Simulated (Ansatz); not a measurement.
# Rb on Ti(0001): change of the work function, part 4 of 4

Wanted: Δφ(θ) for Rb/Ti(0001), starting from the bridge site.

Ansatz 0.2.0; plane-wave DFT, PBEsol, Ansatz PAW.

So far, work function, upper face (eV): step 2 (the clean slab) 4.43; step 3 (37 atoms, coverage 0.111 ML, cell 3x3) 2.22; step 4 (17 atoms, coverage 0.25 ML, cell 2x2) 1.60.

### Step 6. The slab at 0.25 ML, atoms frozen

This step: plane-wave DFT, PBEsol, Ansatz PAW (Ansatz 0.2.0).

To see where the charge goes, the covered slab, the bare substrate and the adsorbate layer are each run at the same frozen positions and on the same grid.

The input, input.yaml:

```yaml
crystal:
  lattice:
    - [5.9, 0.0, 0.0]
    - [2.95, 5.1095498824, 0.0]
    - [0.0, 0.0, 28.5087642955]
  atoms:
    - { symbol: Ti, position: [0.3333333334, 0.3333333333, 0.3156923922] }
    - { symbol: Ti, position: [0.0, 0.0, 0.3978530911] }
    - { symbol: Ti, position: [0.3309073203, 0.3351497958, 0.4801124651] }
    - { symbol: Ti, position: [0.0030774994, -0.0019560934, 0.5540541243] }
    - { symbol: Ti, position: [0.3333333333, 0.8333333333, 0.3156923922] }
    - { symbol: Ti, position: [0.0, 0.5, 0.3978530911] }
    - { symbol: Ti, position: [0.3335922881, 0.8328154239, 0.4785110193] }
    - { symbol: Ti, position: [9.10806e-05, 0.4998178387, 0.5573833973] }
    - { symbol: Ti, position: [0.8333333334, 0.3333333333, 0.3156923922] }
    - { symbol: Ti, position: [0.5, 0.0, 0.3978530911] }
    - { symbol: Ti, position: [0.8339428839, 0.3351497958, 0.4801124651] }
    - { symbol: Ti, position: [0.4988785939, -0.0019560934, 0.5540541243] }
    - { symbol: Ti, position: [0.8333333334, 0.8333333333, 0.3156923922] }
    - { symbol: Ti, position: [0.5, 0.5, 0.3978530911] }
    - { symbol: Ti, position: [0.8351851679, 0.8296296642, 0.4798069188] }
    - { symbol: Ti, position: [0.4979122133, 0.5041755733, 0.5548223153] }
    - { symbol: Rb, position: [0.3130639903, -0.1261279807, 0.6694290785] }
kpoints:
  mp_grid: { grid: [6, 6, 1] }
hamiltonian:
  xc: pbesol
scf:
  occupations: { method: fermi_dirac, width: 0.1 }
  convergence: { dr2_threshold: 1.0e-08 }
efield:
  axis: 3
  dipole_correction: true
  ramp_position: 0.97
  ramp_width: 0.06
output:
  write_potential: true
  write_density: true
  volumetric_format: npy
```

Launch:

```
$ ansatz run input.yaml --threads 4 --pin off --max-ram 12288MiB --backend cpu --events-out ev --progress --plain --runs-dir out
```

Numbers of over 12 decimals in the logs are rounded to 6 here.

Output:

```text
[...]
Crystal: 17 atoms, lattice volume = 859.435 Å³
Basis set: ecut = 420 eV, 16715 PW (Γ)
Bands: 121, of which v1, the nominal top of the filled ones, is band 101 counted from 1 (100 counted from 0)
Symmetry: 2 space group operations
[...]
k-points: 13 of 36 (time reversal used)
[...]
SCF iter   1: F=—  HF=-42792.402714 eV  |F-HF|=—  |Δ(HF+E_count)|=         —  Δρ=6.91e-3  dr2=3.21e0  ethr=1.77e-3  p=0.390 e·Å  D=8.21e-2 V/Å  ΔV_dip=-2.34 eV  dr2_dipole=5.58e-1  V_vac-E_F(+/−)=1.83/4.17 eV  ⟨swp⟩=9.2  Hψ=7437  notcnv=0
[...]
SCF iter  11: F=-42792.332609 eV  HF=-42792.332609 eV  |F-HF|=1.51e-9  |Δ(HF+E_count)|=   2.21e-8  Δρ=3.21e-7  dr2=2.07e-9  ethr=4.98e-12  p=0.482 e·Å  D=1.01e-1 V/Å  ΔV_dip=-2.89 eV  dr2_dipole=1.69e-10  V_vac-E_F(+/−)=1.60/4.49 eV  ⟨swp⟩=32.9  Hψ=4262  notcnv=0
SCF 1 converged in 11 iterations: F = -42792.332609 eV  dr2 = 2.07e-9
[...]
SCF converged after 11 iterations
Free energy (F): -42792.332609 eV
[...]
Internal energy: -42791.347697 eV  (E = F + TS)
E sigma→0 (E₀):  -42791.840153 eV
Entropy (-TS):   -0.984912 eV (-57.936 meV/atom)
Fermi energy:    2.774283 eV
Dipole field:    D = 0.101476 V/Å  (p = 0.481965 e·Å, saw-weighted, corrected)
Work function:   Φ+ = 1.5982 eV   Φ− = 4.4912 eV
[...]
--- Band table (eV; the first three rows and the last of 13) ---
  k-point 0: bands = [... 97 lower, 2.8790, 3.1236, 3.2194, 3.2245, 3.2280, 3.2352, 3.3953, 3.3968, ... 16 higher]
  k-point 1: bands = [... 97 lower, 2.8510, 2.9482, 3.0660, 3.0673, 3.0793, 3.1259, 3.2610, 3.2949, ... 16 higher]
  k-point 2: bands = [... 97 lower, 2.6541, 2.6667, 2.7812, 2.7890, 2.8380, 2.8470, 3.0135, 3.0256, ... 16 higher]
  k-point 12: bands = [... 97 lower, 2.4457, 2.4631, 2.5976, 2.6212, 2.6502, 2.7185, 2.7802, 2.9124, ... 16 higher]
```

The job ended after 76 s (4 threads of Arm Neoverse V1, shared host; peak memory 2.9 GiB; 4.8 min of CPU time).

Numbers from this step:

- energy at zero smearing: -42791.8402 eV
- work function, upper face: 1.598 eV
- dipole along the normal: 0.4820 e·Å
- step between the vacuum levels: -2.893 eV

The work function of the upper face is 1.60 eV.

### Step 7. The substrate of the 0.25 ML cell alone

System of this step: Rb/Ti(0001), substrate alone, atoms held. The cell holds 16 atoms: 16 Ti. Its edges and angles: a = 5.900 Å, b = 5.900 Å, c = 28.509 Å, α = 90.0°, β = 90.0°, γ = 60.0°. Vacuum lies along c.

The second part, atoms unmoved.

Changes to input.yaml since step 6:

```diff
@@ -22,3 +22,2 @@
     - { symbol: Ti, position: [0.4979122133, 0.5041755733, 0.5548223153] }
-    - { symbol: Rb, position: [0.3130639903, -0.1261279807, 0.6694290785] }
 kpoints:
```

Output:

```text
[...]
Crystal: 16 atoms, lattice volume = 859.435 Å³
Basis set: ecut = 420 eV, 16715 PW (Γ)
Bands: 116, of which v1, the nominal top of the filled ones, is band 96 counted from 1 (95 counted from 0)
Symmetry: 2 space group operations
[...]
k-points: 13 of 36 (time reversal used)
[...]
SCF iter   1: F=—  HF=-39574.372399 eV  |F-HF|=—  |Δ(HF+E_count)|=         —  Δρ=7.54e-3  dr2=4.49e0  ethr=1.77e-3  p=0.012 e·Å  D=2.55e-3 V/Å  ΔV_dip=-0.07 eV  dr2_dipole=1.08e0  V_vac-E_F(+/−)=4.11/4.19 eV  ⟨swp⟩=9.0  Hψ=6967  notcnv=0
[...]
SCF iter  11: F=-39574.293419 eV  HF=-39574.293419 eV  |F-HF|=4.15e-10  |Δ(HF+E_count)|=   2.47e-9  Δρ=3.29e-7  dr2=1.65e-9  ethr=5.21e-12  p=0.010 e·Å  D=2.14e-3 V/Å  ΔV_dip=-0.06 eV  dr2_dipole=2.13e-11  V_vac-E_F(+/−)=4.44/4.50 eV  ⟨swp⟩=2.0  Hψ=2753  notcnv=0
SCF 1 converged in 11 iterations: F = -39574.293419 eV  dr2 = 1.65e-9
[...]
SCF converged after 11 iterations
Free energy (F): -39574.293419 eV
[...]
Internal energy: -39573.282944 eV  (E = F + TS)
E sigma→0 (E₀):  -39573.788181 eV
Entropy (-TS):   -1.010475 eV (-63.155 meV/atom)
Fermi energy:    1.382843 eV
Dipole field:    D = 0.002136 V/Å  (p = 0.010143 e·Å, saw-weighted, corrected)
Work function:   Φ+ = 4.4361 eV   Φ− = 4.4969 eV
[...]
--- Band table (eV; the first three rows and the last of 13) ---
  k-point 0: bands = [... 92 lower, 1.5102, 1.5109, 1.8155, 1.8819, 1.8828, 1.8869, 1.9949, 1.9951, ... 16 higher]
  k-point 1: bands = [... 92 lower, 1.4839, 1.4983, 1.6837, 1.7023, 1.7067, 1.7209, 1.7547, 1.9239, ... 16 higher]
  k-point 2: bands = [... 92 lower, 1.2684, 1.2985, 1.3631, 1.3980, 1.4029, 1.4794, 1.5374, 1.6440, ... 16 higher]
  k-point 12: bands = [... 92 lower, 1.0175, 1.0758, 1.1171, 1.2277, 1.2689, 1.2925, 1.3214, 1.3985, ... 16 higher]
```

Run time: 64 s. Hardware: 4 threads; peak memory 2.7 GiB.

This step gave:

* energy at zero smearing: -39573.7882 eV
* work function, upper face: 4.436 eV
* work function, lower face: 4.497 eV
* dipole along the normal: 0.01014 e·Å
* step between the vacuum levels: -0.06088 eV

The work function of the upper face is 4.44 eV.

### Step 8. The adsorbate layer of the 0.25 ML cell alone

System of this step: Rb/Ti(0001), adsorbate layer alone, atoms held. The cell holds 1 atom: 1 Rb. Its edges and angles: a = 5.900 Å, b = 5.900 Å, c = 28.509 Å, α = 90.0°, β = 90.0°, γ = 60.0°. Vacuum lies along c.

The third part; a free layer of atoms may carry a moment, so spin is on.

input.yaml, the sections that differ from step 7:

```yaml
crystal:
  lattice:
    - [5.9, 0.0, 0.0]
    - [2.95, 5.1095498824, 0.0]
    - [0.0, 0.0, 28.5087642955]
  atoms:
    - { symbol: Rb, position: [0.3130639903, -0.1261279807, 0.6694290785], spin: 1.0 }
magnetization:
  spin_polarized: true
# kpoints, hamiltonian, scf, efield, output: as in step 7
```

Output:

```text
[...]
Crystal: 1 atoms, lattice volume = 859.435 Å³
Basis set: ecut = 420 eV, 16715 PW (Γ)
Bands: 9, of which v1, the nominal top of the filled ones, is band 5 counted from 1 (4 counted from 0)
Symmetry: 12 space group operations
k-points: 7 of 36
[...]
Starting moments: Σ|m| = 1 μB on 1 of 1 site
[...]
SCF iter   1: F=—  HF=-3216.461796 eV  |F-HF|=—  |Δ(HF+E_count)|=         —  Δρ=5.84e-3 (↑5.84e-3 ↓5.29e-3)  dr2=3.39e-2  dr2_m=2.43e-1  M=0.055 μB ∫|m|=0.067 μB  β_m=0.30  ethr=3.14e-4  p=-0.000 e·Å  D=-1.88e-9 V/Å  ΔV_dip=0.00 eV  dr2_dipole=1.55e-12  V_vac-E_F(+/−)=2.45/2.45 eV  ⟨swp⟩=1.1  Hψ=1478  notcnv=0
[...]
spin=Collinear: Resta preconditioning applied to the charge; magnetization (m = ρ↑ − ρ↓) channel mixes plain (no charge-response kernel on spin).
SCF iter   2: F=—  HF=-3216.546401 eV  |F-HF|=—  |Δ(HF+E_count)|=   8.46e-2  Δρ=4.08e-3 (↑4.08e-3 ↓3.82e-3)  dr2=1.70e-2  dr2_m=1.22e-1  M=0.042 μB ∫|m|=0.050 μB  β_m=0.30  ethr=1.34e-4  p=0.000 e·Å  D=3.31e-7 V/Å  ΔV_dip=-0.00 eV  dr2_dipole=8.40e-12  V_vac-E_F(+/−)=2.44/2.44 eV  ⟨swp⟩=2.1  Hψ=169  notcnv=0  κ⁻¹=1.0e0(r=1)
[...]
SCF iter   7: F=—  HF=-3216.631139 eV  |F-HF|=—  |Δ(HF+E_count)|=   2.62e-3  Δρ=7.10e-4 (↑7.10e-4 ↓7.10e-4)  dr2=7.56e-8  dr2_m=3.97e-3  M=0.011 μB ∫|m|=0.013 μB  β_m=0.33  ethr=7.18e-10  p=0.000 e·Å  D=2.71e-6 V/Å  ΔV_dip=-0.00 eV  dr2_dipole=1.87e-15  V_vac-E_F(+/−)=2.36/2.36 eV  ⟨swp⟩=3.4  Hψ=293  notcnv=0
[...]
spin-set hold released at iteration 7 (site moments contracting): the magnetisation degrees of freedom join the quasi-Newton model from the next iteration; the mixer history was flushed
SCF iter   8: F=—  HF=-3216.632549 eV  |F-HF|=—  |Δ(HF+E_count)|=   1.41e-3  Δρ=4.87e-4 (↑4.87e-4 ↓4.87e-4)  dr2=3.83e-8  dr2_m=1.87e-3  M=0.008 μB ∫|m|=0.009 μB  β_m=0.52  ethr=2.98e-10  p=0.000 e·Å  D=2.72e-6 V/Å  ΔV_dip=-0.00 eV  dr2_dipole=1.22e-17  V_vac-E_F(+/−)=2.36/2.36 eV  ⟨swp⟩=3.7  Hψ=296  notcnv=0  κ⁻¹=1.0e0(r=1)
density mixer auto → broyden: gapped, with many states about μ (density of states about μ 0.80 of a free-electron gas's, 28 screened modes)
SCF iter   9: F=—  HF=-3216.633810 eV  |F-HF|=—  |Δ(HF+E_count)|=   1.26e-3  Δρ=8.57e-6 (↑8.57e-6 ↓8.47e-6)  dr2=2.50e-9  dr2_m=5.72e-7  M=0.002 μB ∫|m|=0.002 μB  β_m=0.46  ethr=3.95e-11  p=0.000 e·Å  D=2.72e-6 V/Å  ΔV_dip=-0.00 eV  dr2_dipole=1.40e-16  V_vac-E_F(+/−)=2.36/2.36 eV  ⟨swp⟩=5.6  Hψ=985  notcnv=0  κ⁻¹=3.0e-5(r=2)
[...]
SCF iter  13: F=-3216.633815 eV  HF=-3216.633815 eV  |F-HF|=1.09e-11  |Δ(HF+E_count)|=  7.53e-10  Δρ=1.11e-8 (↑1.11e-8 ↓9.55e-9)  dr2=5.72e-12  dr2_m=6.48e-13  M=-0.000 μB ∫|m|=0.000 μB  ethr=1.00e-12  p=0.000 e·Å  D=2.71e-6 V/Å  ΔV_dip=-0.00 eV  dr2_dipole=2.35e-16  V_vac-E_F(+/−)=2.36/2.36 eV  ⟨swp⟩=2.6  Hψ=254  notcnv=0
SCF 1 converged in 13 iterations: F = -3216.633815 eV  dr2 = 5.72e-12
[...]
WARN: the starting moments were not kept: the SCF closed with an absolute magnetisation of 2.9e-6 μB, where they sum to 1 μB in size (1 site). That is at most 0.1 of that sum. Measured as dr2_m measures the in/out step, that magnetisation stands 3.4e-13 eV from none, at or under the dr2_threshold of 1.0e-8 eV: it is no larger than a step whose dr2_m would equal this threshold. The system may hold no moment; this SCF  [...]
[...]
this state was not tested for a lower state beside it, because the mixer in use, unlike msr1, does not test its closes by its own steps (another_mixer; see scf.mixing.algorithm and scf.lower_state_search)
SCF converged after 13 iterations
Magnetization: -0.0000 μB (4.5000 up, 4.5000 down)
Absolute magnetization: 0.0000 μB (∫|ρ↑−ρ↓|, with the PAW one-centre terms)
[...]
Per-site moments (μB) at R_I (Å): [(-8.37058926926116e-7, 2.433750)]
Free energy (F): -3216.633815 eV
[...]
Internal energy: -3216.604145 eV  (E = F + TS)
E sigma→0 (E₀):  -3216.618980 eV
Entropy (-TS):   -0.029670 eV (-29.670 meV/atom)
Fermi energy:    -1.861418 eV
Dipole field:    D = 0.000003 V/Å  (p = 0.000013 e·Å, saw-weighted, corrected)
Work function:   Φ+ = 2.3624 eV   Φ− = 2.3625 eV
[...]
--- Band table (eV; the first three rows and the last of 14) ---
[...]
```

Wall time 6.3 s (4 threads); peak memory 0.88 GiB; 24 s of CPU time.

This step gave:

```yaml
energy_at_zero_smearing: -3216.6190 eV
work_function_upper_face: 2.362 eV
dipole_along_the_normal: 1.28e-5 e·Å
```

At this spacing and smearing the free layer keeps no moment.

### Step 9. Density difference at 0.25 ML

This step: plane-wave DFT, PBEsol, Ansatz PAW; density difference on adsorption (Ansatz 0.2.0).

The densities of the parts are taken from that of the whole and averaged over planes; the first moment of what is left gives the step in the potential.

This step gave:

| Property | Result |
| --- | --- |
| largest charge moved | 0.007421 e/Å² |
| potential step from the moved charge | -2.832 eV |

Planar mean, whole system less its parts. The electron density difference by z:

z (Å), electron density difference (e/Å³) and a bar from the least value:
```
        5    0.00000 #########
        6    0.00000 #########
        7   -0.00001 #########
        8   -0.00001 #########
        9    0.00002 #########
       10    0.00013 #########
       11   -0.00016 #########
       12    0.00006 #########
       13    0.00050 ##########
       14   -0.00042 ########
       15   -0.00046 ########
       16   -0.00350 
       17    0.00799 ##############################
       18    0.00336 ##################
       19   -0.00249 ###
       20   -0.00155 #####
       21   -0.00185 ####
       22   -0.00067 #######
       23   -0.00013 #########
       24   -0.00002 #########
       25    0.00000 #########
       26    0.00000 #########
       27    0.00000 #########
```

Planar mean, whole system less its parts. Table of electrons moved below z by z:

| z (Å) | electrons moved below z (e/Å²) |
| --- | --- |
| 5 | -3.2e-7 |
| 6 | -1.9e-6 |
| 7 | -9.1e-6 |
| 8 | -2.7e-5 |
| 9 | -8.7e-6 |
| 10 | 2.5e-6 |
| 11 | -1.4e-5 |
| 12 | -4.2e-5 |
| 13 | 2.2e-4 |
| 14 | -8.5e-5 |
| 15 | -4.1e-4 |
| 16 | -0.00181 |
| 17 | -6.7e-5 |
| 18 | 0.00723 |
| 19 | 0.00566 |
| 20 | 0.00343 |
| 21 | 0.00151 |
| 22 | 3.6e-4 |
| 23 | 5.1e-5 |
| 24 | 2.0e-6 |
| 25 | -1.9e-6 |
| 26 | -8.8e-7 |
| 27 | -2.7e-7 |

### Step 10. A changed input

This step: plane-wave DFT, PBEsol, Ansatz PAW (Ansatz 0.2.0).

System of this step: Ti(0001). The cell holds 4 atoms: 4 Ti. Its edges and angles: a = 2.950 Å, b = 2.950 Å, c = 25.027 Å, α = 90.0°, β = 90.0°, γ = 60.0°. Vacuum lies along c.

An input spoilt on purpose, to show how the run answers: it repeats the earlier run at 0 ML with efield.axis from 3 to 1, and scf.max_iter set to 50.

The input, input.yaml:

```yaml
crystal:
  lattice:
    - [2.95, 0.0, 0.0]
    - [1.475, 2.5547749412, 0.0]
    - [0.0, 0.0, 25.0269]
  atoms:
    - { symbol: Ti, position: [0.6666666667, 0.6666666667, 0.3596130564] }
    - { symbol: Ti, position: [0.0, 0.0, 0.4532043521] }
    - { symbol: Ti, position: [0.6666666667, 0.6666666667, 0.5467956479] }
    - { symbol: Ti, position: [0.0, 0.0, 0.6403869436] }
kpoints:
  mp_grid: { grid: [12, 12, 1] }
hamiltonian:
  xc: pbesol
scf:
  occupations: { method: fermi_dirac, width: 0.1 }
  convergence: { dr2_threshold: 1.0e-08 }
  max_iter: 50
efield:
  axis: 1
  dipole_correction: true
  ramp_position: 0.97
  ramp_width: 0.06
relax:
  f_tol: 0.02
  max_steps: 60
  constraints: [{ sites: [0, 1] }]
output:
  write_potential: true
  write_density: true
  volumetric_format: npy
```

Output:

```text
The last accepted step is kept in <dir> (removed where the run ends without a failure and the disk answers)
Engine: ansatz 0.2.0, aarch64-unknown-linux-gnu
Pseudopotentials: kind: paw
Pseudopotential: Ti, paw, valence charge 12, recommended cutoff 420 eV (normal), Ti.paw.azcp
Functional definition: PBEsol
  exchange = pbesol_x
  correlation = pbesol_c
Crystal: 4 atoms, lattice volume = 188.617 Å³
Basis set: ecut = 420 eV, 3611 PW (Γ), exchange–correlation on 40×40×360 points (8 copies of the dense FFT grid, shifted against one another)
Bands: 29, of which v1, the nominal top of the filled ones, is band 24 counted from 1 (23 counted from 0)
Symmetry: 2 space group operations
k-points: 43 of 144 (time reversal used)
Non-local potential: Ti, projectors of the file, l = 0: 3, l = 1: 2, l = 2: 3, l = 3: 1
PAW form: soft (Blöchl's): semilocal exchange-correlation on the pseudo side does not see the compensation charge
PAW frozen core: Ti, regenerated for the run's functional, and the local potential with it (the file was generated under x = pbe(κ = 0.804, μ = 0.219515), c = pbe(β = 0.066725))
PAW one-centre angular grid: Ti, 590 points (default); XC on 64 Gauss nodes
Initial density: superposition of atomic densities (neutral atoms: chi_scale 0, normalization atom), corrected by the library's trained network
Initial wavefunctions: pseudopotential atomic-orbital guess
Functional: x = pbesol(κ = 0.804, μ = 0.123457), c = pbesol(β = 0.046)
Error: efield: ion 1 (Ti) at fractional coordinate 0.0000 along the field axis lies inside the sawtooth ramp with 2 of the planes that the density is read on at each end, [0.8700, 0.1300] — the ramp must sit in vacuum (an ion there feels the fictitious reversed slope); set or move the ramp (efield.ramp_position / ramp_width) or move the geometry
```

Wall time 0.22 s (4 threads); peak memory 0.3 GiB.

The input was rejected at the start.

The program's message: “Error: efield: ion 1 (Ti) at fractional coordinate 0.0000 along the field axis lies inside the sawtooth ramp with 2 of the planes that the density is read on at each end, [0.8700, 0.1300] — the ramp m …”

The fault put into the input: the field along an axis without vacuum.

### Step 11. Results

| Property | Result |
| --- | --- |
| work function of the clean face | 4.43 eV |
| work function at 0.11 ML | 2.22 eV |
| work function at 0.25 ML | 1.60 eV |
| dipole per adsorbate at 0.11 ML, positive end outwards | 3.98 D |
| step of the potential from the moved charge at 0.25 ML, upper less lower side, atoms held | -2.83 eV |

**Reading.** Rb lowers the work function of Ti(0001) at the lowest coverage, by 2.21 eV: the adsorbate layer has its positive end outwards. The slab has 4 layers, at the tabulated experimental lattice constant, one starting site was run, and quantum-size effects of a slab this thin can reach one or two tenths of an eV.

[Logs are printed without paths, hosts, clocks, repeated set-up lines and the standing remarks that a program may print on its own settings, such as how far it seeks lower states.]

[Hosts, paths, dates, database ids (printed as entryN), source tags and the programs' standing remarks are cut or masked in the printed files.]

[Maps of the electrostatic potential energy from Ansatz leave out the sawtooth potential of an applied field or a dipole correction, so their vacuum need not be flat; planar profiles and work functions include it.]
